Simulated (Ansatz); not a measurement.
# Lattice dynamics of BaZnCdP2 (built on the sites of a database entry of BaCd2P2), part 3 of 3

Wanted: phonon frequencies of BaZnCdP2 (built on the sites of a database entry of BaCd2P2) and what follows from them.

Ansatz 0.2.0; DFT PBEsol, scalar-relativistic, plane waves, PAW.

So far. Step 3 (Relaxing to small forces for the phonons): The largest force component left is 0.72 meV/Å and the pressure is 0.000 GPa, within the tolerances set. The cell now holds 23.16 Å³/atom. Step 4 (Zone-centre response): Before it was imposed, the acoustic sum rule was missed by 1.1e-4 eV/Å² and the charge sum rule by 0.015 e. Small misses are needed for a sound result but don't prove that mesh and cutoff are converged. The relaxed cell has a = 4.250, c = 7.401 Å (conventional setting).

The structure was built from a prototype and need not be the compound's stable phase.

## 5. Response at finite wavevector

Stability and thermal properties need the whole zone. Linear response on a 2×2×2 q mesh gives force constants as far as a supercell of that size would, and the tensors from the zone-centre run are typed in so that the long-range dipole term is interpolated apart.

input.yaml reads:

```yaml
crystal:
  lattice:
    - [4.2502132279, 0.0, 0.0]
    - [-2.125106614, 3.6807926269, 0.0]
    - [0.0, 0.0, 7.4013007397]
  atoms:
    - { symbol: Ba, position: [0.0, 0.0, 0.0017844404] }
    - { symbol: Zn, position: [0.6666666667, 0.3333333333, 0.371412393] }
    - { symbol: Cd, position: [0.3333333333, 0.6666666667, 0.627865245] }
    - { symbol: P, position: [0.6666666667, 0.3333333333, 0.7250055923] }
    - { symbol: P, position: [0.3333333333, 0.6666666667, 0.2739323292] }
kpoints:
  mp_grid: { grid: [10, 10, 4] }
hamiltonian:
  xc: pbesol
scf:
  occupations: { method: fixed }
output:
  eigenvalues: true
phonons:
  method: dfpt
  qmesh: [2, 2, 2]
  temperatures: { t_max: 1000, t_step: 50 }
  qpath:
    path:
      - [[0.0, 0.0, 0.0], [0.5, 0.0, 0.0], [0.33333333, 0.33333333, 0.0], [0.0, 0.0, 0.0], [0.0, 0.0, 0.5], [0.5, 0.0, 0.5], [0.33333333, 0.33333333, 0.5], [0.0, 0.0, 0.5]]
      - [[0.5, 0.0, 0.5], [0.5, 0.0, 0.0]]
      - [[0.33333333, 0.33333333, 0.5], [0.33333333, 0.33333333, 0.0]]
    npoints: 10
  non_analytic_term:
    high_frequency_dielectric_tensor: [[12.8079, 0.0, 0.0], [0.0, 12.8079, 0.0], [0.0, 0.0, 12.2213]]
    born_effective_charges:
      - { species: Ba, tensor: [[2.4128, 0.0, 0.0], [0.0, 2.4128, 0.0], [0.0, 0.0, 4.1907]] }
      - { species: Zn, tensor: [[2.0955, 0.0, 0.0], [0.0, 2.0955, 0.0], [0.0, 0.0, 1.6565]] }
      - { species: Cd, tensor: [[1.9025, 0.0, 0.0], [0.0, 1.9025, 0.0], [0.0, 0.0, 1.3851]] }
      - { species: P, tensor: [[-3.0972, 0.0, 0.0], [0.0, -3.0972, 0.0], [0.0, 0.0, -3.7276]] }
      - { species: P, tensor: [[-3.3136, 0.0, 0.0], [0.0, -3.3136, 0.0], [0.0, 0.0, -3.5047]] }
    source: "zone-centre run at this cell"
```

Command:

```console
$ ansatz run input.yaml --threads 8 --pin off --max-ram 14336MiB --backend cpu --events-out ev --progress --plain --runs-dir out
```

Numbers of over 12 decimals in the logs are rounded to 6 here.

Log:

```text
Warning: phonons: the dynamical matrix that this run interpolates holds no multipole term above the dipole-dipole one, and a site of this crystal is no centre of inversion, so its interpolated transverse optical and acoustic branches and sound speeds can stay off near Gamma, and the density of states and the thermodynamics with them. What a run solves at a wave vector of phonons.qpoints, Gamma apart, where the deck admits one, is free of this, and under fd what a larger phonons.supercell samples
[...]
Crystal: 5 atoms, lattice volume = 115.787 Å³
Basis set: ecut = 420 eV, 2275 PW (Γ), exchange–correlation on 60×60×100 points (8 copies of the dense FFT grid, shifted against one another)
Bands: 32, of which v1, the nominal top of the filled ones, is band 26 counted from 1 (25 counted from 0)
Symmetry: 6 space group operations
k-points: 50 of 400 (time reversal used)
[...]
SCF iter   1: F=—  HF=-18810.765255 eV  |F-HF|=—  |Δ(HF+E_count)|=         —  Δρ=5.23e-3  dr2=4.76e-2  ethr=1.77e-3  ⟨swp⟩=5.1  Hψ=6351  notcnv=0  defer=162
[...]
SCF iter  12: F=-18810.749807 eV  HF=-18810.749807 eV  |F-HF|=3.64e-12  |Δ(HF+E_count)|=    0.00e0  Δρ=5.94e-8  dr2=2.88e-12  ethr=1.00e-12  ⟨swp⟩=16.2  Hψ=12993  notcnv=0
SCF 1 converged in 12 iterations: F = -18810.749807 eV  dr2 = 2.88e-12
[...]
DFPT response loops at q = (0, 0, 0) (fractional): preconditioner auto → Resta (q_TF=auto, 2.388 Å⁻¹)  ε∞=10.0 (no band partly filled); β = 1.00, the filter's whole step (`scf.mixing.beta` (0.50) is not read by the response loops at its default; to damp them type it under 1.00, their step now; it binds the ground state too); Broyden in place of MSR1
[...]
SCF converged after 12 iterations
Free energy (F): -18810.749807 eV
[...]
Internal energy: -18810.749807 eV  (E = F + TS)
E sigma→0 (E₀):  -18810.749807 eV
Fermi energy:    9.288515 eV
[...]
--- Band table (eV; the first three rows and the last of 50) ---
  k-point 0: bands = [... 22 lower, 8.0494, 9.1646, 9.2885, 9.2885, 9.8871, 10.4723, 11.1113, 12.1101, ... 2 higher]
  k-point 1: bands = [... 22 lower, 8.1659, 8.3137, 9.0434, 9.0434, 9.9497, 11.0887, 11.4955, 12.1590, ... 2 higher]
  k-point 2: bands = [... 22 lower, 8.3835, 8.3835, 8.7161, 8.7161, 9.8997, 11.2458, 12.0841, 12.0841, ... 2 higher]
  k-point 49: bands = [... 22 lower, 6.1138, 7.0697, 7.2002, 7.6301, 11.3444, 11.6878, 13.1391, 13.6623, ... 2 higher]
--- Phonons (Γ-DFPT): 10 representative perturbations + reference (Σ response iterations 35) ---
  ASR residual: 7.907e-5 → 0.000e0 eV/Å²; symmetrization residual: 1.882e-5 eV/Å²
  ASR residual per site (eV/Å²): 7.91e-5 5.89e-5 1.39e-5 6.82e-5 7.63e-5
[...]
--- Phonons (arbitrary-q DFPT): 4 irreducible q on the 2×2×2 mesh ---
  q = [0.0000, 0.0000, 0.0000] (star 1, of the zone-centre solve; hermiticity 5.08e-6, symmetrization 1.17e-10): -0.00 -0.00 0.00 69.48 69.48 89.26 89.26 113.25 135.60 182.16 203.65 203.65 270.31 270.31 282.87
  q = [0.0000, 0.0000, -0.5000] (star 1, 10 solved perturbations in 835 linear systems a pass and spin channel, the states on 117 of 400 k-point pairs; hermiticity 4.05e-6, symmetrization 2.84e-9): 35.54 35.54 60.52 60.52 85.66 92.10 92.10 103.47 125.46 205.17 205.17 244.50 270.37 270.37 296.47
  q = [0.0000, -0.5000, 0.0000] (star 3, 15 solved perturbations on 117 of 400 k-point pairs; hermiticity 4.38e-6, symmetrization 1.66e-10): 63.55 76.52 80.39 82.63 90.69 98.89 106.78 128.60 139.61 209.64 214.53 249.97 264.79 287.74 311.16
[...]
sum rule: each row above includes the acoustic sum rule's correction from the zone centre's row sums; it moved no ω² by more than (0.82 cm⁻¹)²
  mesh force constants: q→R imaginary residual 1.24e-17; ASR residual 7.907e-5 → 0.000e0 eV/Å²; symmetrization residual 7.105e-15 eV/Å²
  interpolated dispersion: 94 rows × 15 modes
  density of states and harmonic sums: on the 18×18×10 q-mesh, interpolated from the force constants of a 2×2×2 supercell (with the dipole–dipole term of supplied tensors)
  largest difference from the sums on the solved wave vectors: F 7.21e-2 eV, S 1.04e-4 and C_V 3.22e-5 eV/K
  zero-point energy: 0.145484 eV/cell   skipped modes (ω ≤ 0): 3   left out of the sums: 6.17e-5 of the cell's modes: C_V's classical limit lies that fraction below 3 k_B per atom; for a crystal, a wire or a layer, F and S can be off by more, and a phonons.interpolated_qmesh denser along its periods is the remedy for the sampling
```

The job ended after 4.5 min (8 threads of Intel Xeon Platinum 8259CL at 2.50GHz (Skylake/Cascade Lake), shared host; peak memory 1.6 GiB; 32 min of CPU time).

This step gave:

- gap on the k-mesh: 0.5986 eV
- sum-rule residual before enforcement: 7.91e-5 eV/Å²
- lowest frequency on the path: 0 cm⁻¹
- highest frequency on the path or at a solved wavevector: 311.2 cm⁻¹
- mean frequency: 156.5 cm⁻¹
- Debye temperature (second moment): 330 K
- logarithmic mean frequency: 134.2 cm⁻¹
- lowest optical zone-centre mode: 69.48 cm⁻¹
- lowest mode on the q mesh (acoustic modes at Γ apart): 35.54 cm⁻¹
- zero-point energy per atom: 29.1 meV
- heat capacity at 300 K: 23.53 J/(mol atoms K)
- vibrational entropy at 300 K: 36.67 J/(mol atoms K)
- edges of the widest gap between branches, on path and mesh: 145.2, 182.2 cm⁻¹

Frequencies (cm⁻¹) solved at each irreducible wavevector; negative means imaginary. Frequencies by wavevector, by row:

```tsv
q in reciprocal lattice units	star	mode 1	mode 2	mode 3	mode 4	mode 13	mode 14	mode 15
0 0 0	1	0	0	0	69.5	270.3	270.3	282.9
0 0 -0.5	1	35.5	35.5	60.5	60.5	270.4	270.4	296.5
0 -0.5 0	3	63.5	76.5	80.4	82.6	264.8	287.7	311.2
0 -0.5 -0.5	3	61.6	67.9	74.4	81.1	262.3	288.3	310.9
```

Interpolated from a 2×2×2 q mesh, rough between the solved points, with the LO-TO term (at Γ the limit along the path; where Γ stands inside the path, tables give the limit on arrival). Phonon branches along the path, in cm⁻¹:

```tsv
point	branch 1	branch 2	branch 3	branch 4	branch 12	branch 13	branch 14	branch 15
Γ	0	0	0	70	231	270	283	296
halfway	49	52	79	86	244	271	279	304
M	64	76	80	83	250	265	288	311
halfway	72	76	80	83	247	263	292	309
K	72	78	82	86	238	262	297	306
halfway	57	60	81	85	245	269	282	304
Γ	0	0	0	70	231	270	283	296
halfway	23	23	50	66	244	270	270	295
A	36	36	60	60	244	270	270	296
halfway	55	64	69	72	248	266	279	302
L	62	68	74	81	252	262	288	311
halfway	71	74	78	85	248	259	292	309
H	76	78	85	88	241	256	298	306
halfway	61	68	69	77	248	264	283	303
A	36	36	60	60	244	270	270	296
jump to L	62	68	74	81	252	262	288	311
halfway	63	72	77	82	251	264	288	311
M	64	76	80	83	250	265	288	311
jump to H	76	78	85	88	241	256	298	306
halfway	76	78	79	87	240	259	297	306
K	72	78	82	86	238	262	297	306
```

Tetrahedra on a 18×18×10 mesh, mean over bins of 5 cm-1. Interpolated from a 2×2×2 q mesh, rough between the solved points. The phonon density of states by wavenumber; read off at these points:

wavenumber (cm⁻¹), phonon density of states (1/cm⁻¹/cell) and a bar:
```
        2      0.000 
       18      0.002 
       32      0.007 #
       48      0.020 ###
       62      0.080 ##############
       78      0.161 ###########################
       92      0.178 ##############################
      108      0.112 ###################
      122      0.079 #############
      128      0.105 ##################
      138      0.045 ########
      152      0.000 
      162      0.000 
      178      0.000 
      192      0.033 ######
      208      0.076 #############
      222      0.024 ####
      238      0.009 ##
      248      0.122 #####################
      252      0.025 ####
      268      0.052 #########
      282      0.038 ######
      298      0.036 ######
      308      0.116 ####################
      312      0.015 ###
```

The partial phonon density of states has structure finer than the step of the table below, so its rows give means over 20 cm⁻¹, whole bins alone (the curve runs from -10 to 330 cm⁻¹). Peaks (cm⁻¹: height): Ba 79.9: 0.0842, 92.7: 0.0573, 127.0: 0.0227; Cd 73.5: 0.0591, 94.9: 0.0401, 124.8: 0.0228, 199.8: 0.00855; P 206.2: 0.0585, 246.8: 0.0929, 264.0: 0.0792, 306.8: 0.0912; Zn 73.5: 0.0219, 97.0: 0.0633, 124.8: 0.0513.

Phonopy on the run's constants, 15x15x7 mesh, Gaussian sigma 2.4 cm-1. Interpolated from a 2×2×2 q mesh, rough between the solved points. Table of partial phonon density of states by wavenumber; means over each step; values in 1/cm⁻¹/cell:

```tsv
wavenumber (cm⁻¹)	Ba	Cd	P	Zn
0	4.3e-5	3.5e-5	1.9e-5	2.0e-5
20	0.00100	8.9e-4	4.3e-4	4.4e-4
40	0.00484	0.00531	0.00186	0.00169
60	0.0183	0.0306	0.00676	0.00928
80	0.0614	0.0459	0.00859	0.0184
100	0.0357	0.0293	0.00601	0.0510
120	0.0150	0.0160	0.00488	0.0410
140	0.0103	0.00392	0.00229	0.0188
160	8.5e-6	2.8e-6	1.9e-6	1.4e-5
180	2.5e-5	3.8e-4	0.00282	3.0e-4
200	9.4e-4	0.00542	0.0477	0.00420
220	8.2e-4	3.2e-4	0.0332	0.00203
240	5.7e-4	6.2e-4	0.0377	0.00203
260	4.8e-4	0.00306	0.0486	6.2e-4
280	2.0e-4	0.00491	0.0396	4.6e-5
300	3.0e-4	0.00315	0.0516	1.4e-4
320	2.6e-5	2.5e-4	0.00804	4.2e-6
```

Harmonic thermodynamic functions per atom, from the density of states. Interpolated from a 2×2×2 q mesh, rough between the solved points. Thermodynamic functions, by row:

```tsv
T (K)	F_vib (meV/atom)	S (J/mol-atom/K)	C_V (J/mol-atom/K)
0	29.1	0	0
50	28.33	4.882	9.123
100	23.45	13.81	16.61
200	1.6	27.41	22
300	-31.87	36.67	23.53
400	-73.59	43.53	24.12
500	-121.6	48.95	24.41
600	-174.7	53.41	24.57
700	-232.1	57.21	24.67
800	-293.1	60.51	24.73
900	-357.4	63.42	24.77
1000	-424.5	66.04	24.81
```

Harmonic mean-square displacement, third of the trace. Interpolated from a 2×2×2 q mesh, rough between the solved points. Mean square displacements, by row:

```tsv
T (K)	Ba1 U_eq (Å²)	Zn2 U_eq (Å²)	Cd3 U_eq (Å²)	P4 U_eq (Å²)	P5 U_eq (Å²)
0	0.00148	0.00254	0.00177	0.00268	0.0027
100	0.00312	0.00454	0.00382	0.00394	0.00369
300	0.00861	0.01204	0.01055	0.00898	0.00816
600	0.01707	0.02378	0.02092	0.01733	0.01568
```

Symmetry leaves 4 wavevectors to solve. The lowest mode among them, the acoustic zeros apart, lies at q = (0, 0, -0.5) and is real, 35.5 cm⁻¹.

## 6. Isotope substitution, element Ba, natural mass 137.327 amu

An isotope changes the mass and not the force constants, so no new electronic calculation is needed; the shifts show which modes move this element.

The same force constants with the mass of Ba changed from 137.327 to 133.905 u (phonopy, no LO-TO term). Both lists are sorted by frequency; levels can cross, so a row need not hold one and the same mode. Modes under 3 cm⁻¹ are left out. Isotope shifts, by row, the first 40 of 57 rows:

```tsv
q	rank	natural mass (cm⁻¹)	changed mass (cm⁻¹)
0 0 0	4	69.48	69.57
0 0 0	5	69.48	69.57
0 0 0	6	89.26	89.84
0 0 0	7	89.26	89.84
0 0 0	8	113.2	113.5
0 0 0	9	135.6	136.4
0 0 0	10	182.2	182.2
0 0 0	11	203.7	203.7
0 0 0	12	203.7	203.7
0 0 0	13	270.3	270.3
0 0 0	14	270.3	270.3
0 0 0	15	282.9	282.9
0 0 -0.5	1	35.54	35.71
0 0 -0.5	2	35.54	35.71
0 0 -0.5	3	60.52	60.6
0 0 -0.5	4	60.52	60.6
0 0 -0.5	5	85.66	85.66
0 0 -0.5	6	92.1	92.66
0 0 -0.5	7	92.1	92.66
0 0 -0.5	8	103.5	104.4
0 0 -0.5	9	125.5	125.8
0 0 -0.5	10	205.2	205.2
0 0 -0.5	11	205.2	205.2
0 0 -0.5	12	244.5	244.6
0 0 -0.5	13	270.4	270.4
0 0 -0.5	14	270.4	270.4
0 0 -0.5	15	296.5	296.6
0 -0.5 0	1	63.55	63.57
0 -0.5 0	2	76.52	76.8
0 -0.5 0	3	80.39	81.05
0 -0.5 0	4	82.63	83.61
0 -0.5 0	5	90.69	91.05
0 -0.5 0	6	98.89	98.9
0 -0.5 0	7	106.8	107.2
0 -0.5 0	8	128.6	128.9
0 -0.5 0	9	139.6	140.1
0 -0.5 0	10	209.6	209.7
0 -0.5 0	11	214.5	214.6
0 -0.5 0	12	250	250
0 -0.5 0	13	264.8	264.8
```

A mode of this element alone would shift by +1.27 %. The highest zone-centre frequency without the field goes from 282.9 to 282.9 cm⁻¹ (+0.0 %). The product of the frequency ratios over all optical modes at Γ is 1.025; the product rule, (m/m′)^(3k/2) (M′/M)^(3/2) with k = 1 such atoms and M the mass of the cell, gives 1.024.

## 7. Isotope substitution, element Cd, natural mass 112.414 amu

The same for Cd, from 112.41 to 115.90 u.

The same force constants with the mass of Cd changed from 112.414 to 115.905 u (phonopy, no LO-TO term). Both lists are sorted by frequency; levels can cross, so a row need not hold one and the same mode. Modes under 3 cm⁻¹ are left out. Isotope shifts, by row, the first 40 of 57 rows:

```tsv
q	rank	natural mass (cm⁻¹)	changed mass (cm⁻¹)
0 0 0	4	69.48	68.94
0 0 0	5	69.48	68.94
0 0 0	6	89.26	89.22
0 0 0	7	89.26	89.22
0 0 0	8	113.2	112.3
0 0 0	9	135.6	135.6
0 0 0	10	182.2	181.8
0 0 0	11	203.7	203.7
0 0 0	12	203.7	203.7
0 0 0	13	270.3	269.7
0 0 0	14	270.3	269.7
0 0 0	15	282.9	282.7
0 0 -0.5	1	35.54	35.31
0 0 -0.5	2	35.54	35.31
0 0 -0.5	3	60.52	60.24
0 0 -0.5	4	60.52	60.24
0 0 -0.5	5	85.66	84.77
0 0 -0.5	6	92.1	91.91
0 0 -0.5	7	92.1	91.91
0 0 -0.5	8	103.5	103.4
0 0 -0.5	9	125.5	125.1
0 0 -0.5	10	205.2	205.2
0 0 -0.5	11	205.2	205.2
0 0 -0.5	12	244.5	244.4
0 0 -0.5	13	270.4	269.7
0 0 -0.5	14	270.4	269.7
0 0 -0.5	15	296.5	296.2
0 -0.5 0	1	63.55	62.84
0 -0.5 0	2	76.52	75.91
0 -0.5 0	3	80.39	80.2
0 -0.5 0	4	82.63	82.6
0 -0.5 0	5	90.69	89.99
0 -0.5 0	6	98.89	98.68
0 -0.5 0	7	106.8	106.6
0 -0.5 0	8	128.6	127.8
0 -0.5 0	9	139.6	139.4
0 -0.5 0	10	209.6	209.2
0 -0.5 0	11	214.5	214.5
0 -0.5 0	12	250	249.9
0 -0.5 0	13	264.8	264.6
```

A mode of this element alone would shift by -1.52 %. The highest zone-centre frequency without the field goes from 282.9 to 282.7 cm⁻¹ (-0.0 %). The product of the frequency ratios over all optical modes at Γ is 0.969; the product rule, (m/m′)^(3k/2) (M′/M)^(3/2) with k = 1 such atoms and M the mass of the cell, gives 0.968.

## 8. Isotope substitution, element Zn, natural mass 65.38 amu

The same for Zn, from 65.38 to 67.92 u.

The same force constants with the mass of Zn changed from 65.380 to 67.925 u (phonopy, no LO-TO term). Both lists are sorted by frequency; levels can cross, so a row need not hold one and the same mode. Modes under 3 cm⁻¹ are left out. Isotope shifts, by row, the first 40 of 57 rows:

```tsv
q	rank	natural mass (cm⁻¹)	changed mass (cm⁻¹)
0 0 0	4	69.48	69.2
0 0 0	5	69.48	69.2
0 0 0	6	89.26	88.55
0 0 0	7	89.26	88.55
0 0 0	8	113.2	112.6
0 0 0	9	135.6	134.6
0 0 0	10	182.2	181.7
0 0 0	11	203.7	202.9
0 0 0	12	203.7	202.9
0 0 0	13	270.3	270.3
0 0 0	14	270.3	270.3
0 0 0	15	282.9	282.9
0 0 -0.5	1	35.54	35.51
0 0 -0.5	2	35.54	35.51
0 0 -0.5	3	60.52	60.01
0 0 -0.5	4	60.52	60.01
0 0 -0.5	5	85.66	85.35
0 0 -0.5	6	92.1	91.52
0 0 -0.5	7	92.1	91.52
0 0 -0.5	8	103.5	103.1
0 0 -0.5	9	125.5	124.2
0 0 -0.5	10	205.2	204.4
0 0 -0.5	11	205.2	204.4
0 0 -0.5	12	244.5	244.2
0 0 -0.5	13	270.4	270.4
0 0 -0.5	14	270.4	270.4
0 0 -0.5	15	296.5	296.4
0 -0.5 0	1	63.55	63.36
0 -0.5 0	2	76.52	76.34
0 -0.5 0	3	80.39	80.08
0 -0.5 0	4	82.63	82.6
0 -0.5 0	5	90.69	90.49
0 -0.5 0	6	98.89	97.42
0 -0.5 0	7	106.8	105.7
0 -0.5 0	8	128.6	127.8
0 -0.5 0	9	139.6	138
0 -0.5 0	10	209.6	209.5
0 -0.5 0	11	214.5	214.3
0 -0.5 0	12	250	250
0 -0.5 0	13	264.8	264.7
```

A mode of this element alone would shift by -1.89 %. The highest zone-centre frequency without the field goes from 282.9 to 282.9 cm⁻¹ (-0.0 %). The product of the frequency ratios over all optical modes at Γ is 0.954; the product rule, (m/m′)^(3k/2) (M′/M)^(3/2) with k = 1 such atoms and M the mass of the cell, gives 0.954.

## 9. What came out

| Item | Value |
| --- | --- |
| space group after relaxation (within 0.01 Å) | P3m1 |
| volume per atom | 23.2 Å³ |
| gap on the k-mesh | 0.598 eV |
| highest optical mode at the zone centre (no LO-TO term) | 283 cm⁻¹ |
| top of the zone-centre spectrum with the field | 296 cm⁻¹ |
| lowest optical zone-centre mode | 69.4 cm⁻¹ |
| mean high-frequency dielectric constant | 12.6 |
| mean static dielectric constant | 23.0 |
| largest Born charge (third of the trace) | -3.38 e |
| lowest mode on the q mesh (acoustic modes at Γ apart) | 35.5 cm⁻¹ |
| highest frequency on the path or at a solved wavevector | 311 cm⁻¹ |
| zero-point energy per atom | 29.1 meV |
| heat capacity at 300 K | 23.5 J/(mol atoms K) |
| vibrational entropy at 300 K | 36.7 J/(mol atoms K) |
| Debye temperature (second moment) | 330 K |
| imaginary modes on the 2×2×2 q mesh | none |

**Reading.** The structure is a minimum as far as tested: no mode is imaginary at the 4 irreducible wavevectors of the 2×2×2 mesh, and the softest away from the acoustic zeros lies at 36 cm⁻¹. Without the field, the optical modes at Γ span 69 to 283 cm⁻¹. The highest mode in this list at Γ, 282.9 cm⁻¹, is mostly motion of P (96 % of the kinetic energy). With the macroscopic field of the longitudinal modes the top of the zone-centre spectrum lies at 296 cm⁻¹, against 283 cm⁻¹ without it. Lattice motion raises the mean dielectric constant from 12.61 to 23.02. The strongest infrared line is at 204 cm⁻¹. On the path and the mesh, the widest gap between branches runs from 145 to 182 cm⁻¹. With the field response the log warns that the k mesh is coarse for the force constants too, so the frequencies may not be converged. The q mesh stands for a supercell only 8.5 Å across, so branches between the solved wavevectors are rough. The program warns that the interpolation holds no quadrupole term, so branches close to Γ can be off in this crystal. In at least one run the field response is not settled by the k meshes in reach, so its dielectric tensor, Born charges and longitudinal modes are rough. Spin-orbit coupling is left out, which can matter for the heavy elements here. The starting cell was built on a prototype and not taken from a measurement, so the phase need not exist. These are harmonic frequencies at zero temperature: anharmonic shifts, linewidths and thermal expansion are left out.

[Logs are printed without paths, hosts, clocks, repeated set-up lines and the standing remarks that a program may print on its own settings, such as how far it seeks lower states.]

[Hosts, paths, dates, database ids (printed as entryN), source tags and the programs' standing remarks are cut or masked in the printed files.]
